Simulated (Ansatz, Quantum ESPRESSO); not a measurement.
**BaTiO3 (R3m): zone-centre phonons**

Which modes does BaTiO3 (R3m) have at the zone centre?

Method: DFT LDA, scalar-relativistic, plane waves, GBRV ultrasoft pseudopotentials, in Quantum ESPRESSO 7.5.

## 1. Starting point

Symmetry: R3m, No. 160, trigonal system. Conventional cell: a = 5.655 Å, b = 5.655 Å, c = 6.955 Å, α = 90.00°, β = 90.00°, γ = 120.00°. Nearest to Ba lie 12 O at 2.79 to 2.89 Å. Nearest to Ti lie 6 O at 1.87 to 2.14 Å. Nearest to O lie 2 Ti at 1.87 to 2.14 Å and 4 Ba at 2.79 to 2.89 Å. Farther neighbours and most contacts between anions are not listed.

## 2. A first look

Before anything dear is run, a loose run with smearing shows whether this is a metal and how far the cell is from rest.

The input, probe.in:

```
 &control
    calculation='scf',
    prefix='x',
    outdir='./tmp',
    pseudo_dir='./pseudo',
    tprnfor=.true.,
    tstress=.true.,
    verbosity='high',
 /
 &system
    ibrav=0,
    nat=5,
    ntyp=3,
    ecutwfc=45.0,
    ecutrho=270.0,
    occupations='smearing',
    smearing='gaussian',
    degauss=0.01,
 /
 &electrons
    conv_thr=1.0d-07,
    mixing_beta=0.7,
    electron_maxstep=100,
 /
ATOMIC_SPECIES
 Ba    137.3270  Ba.upf
 Ti     47.8670  Ti.upf
 O      15.9990  O.upf
CELL_PARAMETERS angstrom
     2.827366610    1.632380870    2.318393490
    -2.827366610    1.632380870    2.318393490
     0.000000000   -3.264761740    2.318393490
ATOMIC_POSITIONS crystal
 Ba     0.000000000   0.000000000   0.000000000
 Ti     0.484500000   0.484500000   0.484500000
 O      0.508600000   0.508600000   0.017500000
 O      0.017500000   0.508600000   0.508600000
 O      0.508600000   0.017500000   0.508600000
K_POINTS automatic
 6 6 6 0 0 0
```

Command:

```
> OMP_NUM_THREADS=1 mpirun -n 16 pw.x -nk 16 -in probe.in > probe.out
```

The program printed:

```text
[banners, grids, parts of the stress and lines that vanish by symmetry left out]
Program PWSCF v.7.5
     Message from routine setup:
     using ibrav=0 with symmetry is DISCOURAGED, use correct ibrav instead
[...]
kinetic-energy cutoff     =      45.0000  Ry
     charge density cutoff     =     270.0000  Ry
     scf convergence threshold =      1.0E-07
[...]
Exchange-correlation= SLA  PZ   NOGX NOGC
                           (   1   1   0   0   0   0   0)
[...]
6 Sym. Ops. (no inversion) found
[...]
(     0          1          0      )
                  (     0          0          1      )
[...]
( -0.0000000  1.0000000  0.0000000 )
                  (  0.0000000  0.0000000  1.0000000 )
[...]
(     0          0          1      )
                  (     1          0          0      )
[...]
( -0.8660254 -0.5000000  0.0000000 )
                  ( -0.0000000 -0.0000000  1.0000000 )
[...]
number of k points=    32  Gaussian smearing, width (Ry)=  0.0100
[...]
End of self-consistent calculation
[...]
the Fermi energy is    11.0932 ev
!    total energy              =    -287.20701361 Ry
[...]
convergence has been achieved in   9 iterations
[...]
atom    1 type  1   force =    -0.00000000   -0.00000000   -0.00568424
     atom    2 type  2   force =     0.00000000    0.00000000    0.00164798
     atom    3 type  3   force =     0.00000000    0.00069560    0.00134542
     atom    4 type  3   force =    -0.00060240   -0.00034780    0.00134542
     atom    5 type  3   force =     0.00060240   -0.00034780    0.00134542
[...]
Total force =     0.006474     Total SCF correction =     0.000526
[...]
total   stress  (Ry/bohr**3)                   (kbar)     P=      -47.23
[...]
XML data file, charge density, pseudopotentials, collected wavefunctions

   JOB DONE.
```

It took 6.5 s on 16 MPI ranks of Arm Neoverse N1, shared host.

This step gave:

| Item | Value |
| --- | --- |
| volume per atom | 12.84 Å³ |
| pressure | -4.723 GPa |
| gap on the k-mesh | 2.341 eV |

A gap of 2.3 eV opens on this mesh, so the crystal is taken as an insulator; the start stands at -4.7 GPa.

## 3. Relaxation

The harmonic expansion starts where the forces on the atoms vanish, and stress shifts the frequencies, so cell and atoms are relaxed with tight thresholds.

The input, relax.in:

```
 &control
    calculation='vc-relax',
    prefix='x',
    outdir='./tmp',
    pseudo_dir='./pseudo',
    tprnfor=.true.,
    tstress=.true.,
    forc_conv_thr=2.0d-05,
    etot_conv_thr=1.0d-07,
    nstep=40,
 /
 &system
    ibrav=0,
    nat=5,
    ntyp=3,
    ecutwfc=45.0,
    ecutrho=270.0,
    occupations='fixed',
    nbnd=22,
 /
 &electrons
    conv_thr=1.0d-11,
    mixing_beta=0.7,
    electron_maxstep=100,
 /
 &ions
 /
 &cell
    press_conv_thr=0.2,
 /
ATOMIC_SPECIES
 Ba    137.3270  Ba.upf
 Ti     47.8670  Ti.upf
 O      15.9990  O.upf
CELL_PARAMETERS angstrom
     2.827366610    1.632380870    2.318393490
    -2.827366610    1.632380870    2.318393490
     0.000000000   -3.264761740    2.318393490
ATOMIC_POSITIONS crystal
 Ba     0.000000000   0.000000000   0.000000000
 Ti     0.484500000   0.484500000   0.484500000
 O      0.508600000   0.508600000   0.017500000
 O      0.017500000   0.508600000   0.508600000
 O      0.508600000   0.017500000   0.508600000
K_POINTS automatic
 9 9 9 0 0 0
```

Command:

```
> OMP_NUM_THREADS=1 mpirun -n 16 pw.x -nk 16 -in relax.in > relax.out
```

The program printed:

```text
[banners, grids, parts of the stress and lines that vanish by symmetry left out]
[banner, memory and clock lines left out]
Program PWSCF v.7.5

[...]
kinetic-energy cutoff     =      45.0000  Ry
     charge density cutoff     =     270.0000  Ry
     scf convergence threshold =      1.0E-11
[...]
energy convergence thresh.=      1.0E-07
     force convergence thresh. =      2.0E-05
     press convergence thresh. =      2.0E-01
     Exchange-correlation= SLA  PZ   NOGX NOGC
                           (   1   1   0   0   0   0   0)
[...]
6 Sym. Ops. (no inversion) found
[...]
number of k points=    85
[...]
End of self-consistent calculation
[...]
highest occupied, lowest unoccupied level (ev):     9.9034   12.2810
!    total energy              =    -287.20700308 Ry
[...]
convergence has been achieved in  16 iterations
[...]
atom    1 type  1   force =     0.00000000   -0.00000000   -0.00569469
     atom    2 type  2   force =    -0.00000000    0.00000000    0.00175433
     atom    3 type  3   force =    -0.00000000    0.00069653    0.00131345
     atom    4 type  3   force =    -0.00060321   -0.00034826    0.00131345
     atom    5 type  3   force =     0.00060321   -0.00034826    0.00131345
     Total force =     0.006491     Total SCF correction =     0.000001
[...]
total   stress  (Ry/bohr**3)                   (kbar)     P=      -47.56
[...]
number of bfgs steps    =   0
[...]
CELL_PARAMETERS (angstrom)
[...]
ATOMIC_POSITIONS (crystal)
Ba              -0.0004332738       -0.0004332738       -0.0004332738
Ti               0.4846334761        0.4846334761        0.4846334761
O                0.5087375654        0.5087375654        0.0175246668
O                0.0175246668        0.5087375654        0.5087375654
[...]
New effective cutoffs (rho, wfc):  274.36   45.74
[...]
End of self-consistent calculation
[...]
highest occupied, lowest unoccupied level (ev):    10.2522   12.6897
!    total energy              =    -287.20893069 Ry
[...]
convergence has been achieved in  10 iterations
[...]
atom    1 type  1   force =     0.00000000   -0.00000000   -0.00446052
     atom    2 type  2   force =     0.00000000    0.00000000    0.01123574
     atom    3 type  3   force =     0.00000000    0.00693370   -0.00225841
     atom    4 type  3   force =    -0.00600476   -0.00346685   -0.00225841
     atom    5 type  3   force =     0.00600476   -0.00346685   -0.00225841
[...]
New effective cutoffs (rho, wfc):  277.24   46.27
[...]
End of self-consistent calculation
[...]
highest occupied, lowest unoccupied level (ev):    10.4605   12.6220
!    total energy              =    -287.20972766 Ry
[...]
convergence has been achieved in   8 iterations
[...]
Total force =     0.000099     Total SCF correction =     0.000000
[...]
total   stress  (Ry/bohr**3)                   (kbar)     P=       -0.01
[...]
number of bfgs steps    =  14
[...]
resetting bfgs history
[...]
New effective cutoffs (rho, wfc):  277.24   46.27
[...]
End of self-consistent calculation
[...]
highest occupied, lowest unoccupied level (ev):    10.4604   12.6220
!    total energy              =    -287.20972764 Ry
[...]
convergence has been achieved in   7 iterations
[...]
atom    3 type  3   force =     0.00000000    0.00006111   -0.00000876
     atom    4 type  3   force =    -0.00005292   -0.00003055   -0.00000876
     atom    5 type  3   force =     0.00005292   -0.00003055   -0.00000876
     Total force =     0.000124     Total SCF correction =     0.000000
[...]
total   stress  (Ry/bohr**3)                   (kbar)     P=       -0.01
[...]
number of bfgs steps    =  14
[...]
resetting bfgs history
     Message from routine bfgs:
[...]
CELL_PARAMETERS (angstrom)
[...]
ATOMIC_POSITIONS (crystal)
[...]
New effective cutoffs (rho, wfc):  277.24   46.27
[...]
End of self-consistent calculation
[...]
highest occupied, lowest unoccupied level (ev):    10.4604   12.6220
!    total energy              =    -287.20972764 Ry
[...]
convergence has been achieved in   3 iterations
[...]
atom    1 type  1   force =    -0.00000000   -0.00000000    0.00005609
     atom    2 type  2   force =     0.00000000   -0.00000000   -0.00002981
     atom    3 type  3   force =    -0.00000000    0.00006110   -0.00000876
     atom    4 type  3   force =    -0.00005292   -0.00003055   -0.00000876
     atom    5 type  3   force =     0.00005292   -0.00003055   -0.00000876
     Total force =     0.000124     Total SCF correction =     0.000000
[...]
total   stress  (Ry/bohr**3)                   (kbar)     P=       -0.01
[...]
Message from routine bfgs:
[...]
bfgs failed after  20 scf cycles and  14 bfgs steps, convergence not achieved
[...]
End of BFGS Geometry Optimization
     Final enthalpy           =    -287.2097276444 Ry
     File ./tmp/x.bfgs deleted, as requested
[...]
CELL_PARAMETERS (angstrom)
[...]
ATOMIC_POSITIONS (crystal)
[...]
O                0.0128771807        0.5082711227        0.5082711227
O                0.5082711227        0.0128771807        0.5082711227
[...]
XML data file, charge density, pseudopotentials, collected wavefunctions
```

It took 3.7 min on 16 MPI ranks.

The run stopped without converging: the BFGS search stopped short of its thresholds.

Forces and stress had fallen to the noise beside the minimum, so the last cell was taken on.

Over 20 steps the volume went from 12.84 to 12.38 Å³ an atom and the energy fell by 7.41 meV an atom.

## 4. Self-consistent run for the response

Perturbation theory inherits every error of the wavefunctions, so the threshold is set near the limit of the arithmetic. With a gap, occupations are fixed, which also allows the response to an electric field.

The input, scf.in:

```
 &control
    calculation='scf',
    prefix='x',
    outdir='./tmp',
    pseudo_dir='./pseudo',
    tprnfor=.true.,
    tstress=.true.,
 /
 &system
    ibrav=0,
    nat=5,
    ntyp=3,
    ecutwfc=45.0,
    ecutrho=270.0,
    occupations='fixed',
    nbnd=22,
 /
 &electrons
    conv_thr=1.0d-12,
    mixing_beta=0.7,
    electron_maxstep=100,
 /
ATOMIC_SPECIES
 Ba    137.3270  Ba.upf
 Ti     47.8670  Ti.upf
 O      15.9990  O.upf
CELL_PARAMETERS angstrom
     2.795266403    1.613847810    2.286286190
    -2.795266403    1.613847810    2.286286190
     0.000000000   -3.227695620    2.286286190
ATOMIC_POSITIONS crystal
 Ba    -0.000568035  -0.000568035  -0.000568035
 Ti     0.490348608   0.490348608   0.490348608
 O      0.508271123   0.508271123   0.012877181
 O      0.012877181   0.508271123   0.508271123
 O      0.508271123   0.012877181   0.508271123
K_POINTS automatic
 9 9 9 0 0 0
```

Command:

```
> OMP_NUM_THREADS=1 mpirun -n 16 pw.x -nk 16 -in scf.in > scf.out
```

The program printed:

```text
[banners, grids, parts of the stress and lines that vanish by symmetry left out]
[banner, memory and clock lines left out]
Program PWSCF v.7.5

[...]
kinetic-energy cutoff     =      45.0000  Ry
     charge density cutoff     =     270.0000  Ry
     scf convergence threshold =      1.0E-12
[...]
Exchange-correlation= SLA  PZ   NOGX NOGC
                           (   1   1   0   0   0   0   0)
[...]
6 Sym. Ops. (no inversion) found
[...]
number of k points=    85
[...]
End of self-consistent calculation
[...]
highest occupied, lowest unoccupied level (ev):    10.4605   12.6221
!    total energy              =    -287.20957972 Ry
[...]
convergence has been achieved in  17 iterations
[...]
atom    1 type  1   force =    -0.00000000    0.00000000    0.00005620
     atom    2 type  2   force =    -0.00000000    0.00000000   -0.00002949
     atom    3 type  3   force =     0.00000000    0.00006303   -0.00000891
     atom    4 type  3   force =    -0.00005459   -0.00003152   -0.00000891
     atom    5 type  3   force =     0.00005459   -0.00003152   -0.00000891
     Total force =     0.000127     Total SCF correction =     0.000000
[...]
total   stress  (Ry/bohr**3)                   (kbar)     P=        0.34
[...]
XML data file, charge density, pseudopotentials, collected wavefunctions
```

The job ended after 14 s (16 MPI ranks; 3.8 min of CPU time).

Read from the output:

- volume per atom: 12.38 Å³
- pressure: 0.034 GPa
- gap on the k-mesh: 2.162 eV

The cell stands at 0.034 GPa, close enough for phonons.

[end of part 1 of 4]

[Host names and launcher messages were left out of these logs when they were recorded.]

[Logs are printed without paths, hosts, clocks, repeated set-up lines and the standing remarks that a program may print on its own settings, such as how far it seeks lower states.]

[Hosts, paths, dates, database ids (printed as entryN), source tags and the programs' standing remarks are cut or masked in the printed files.]
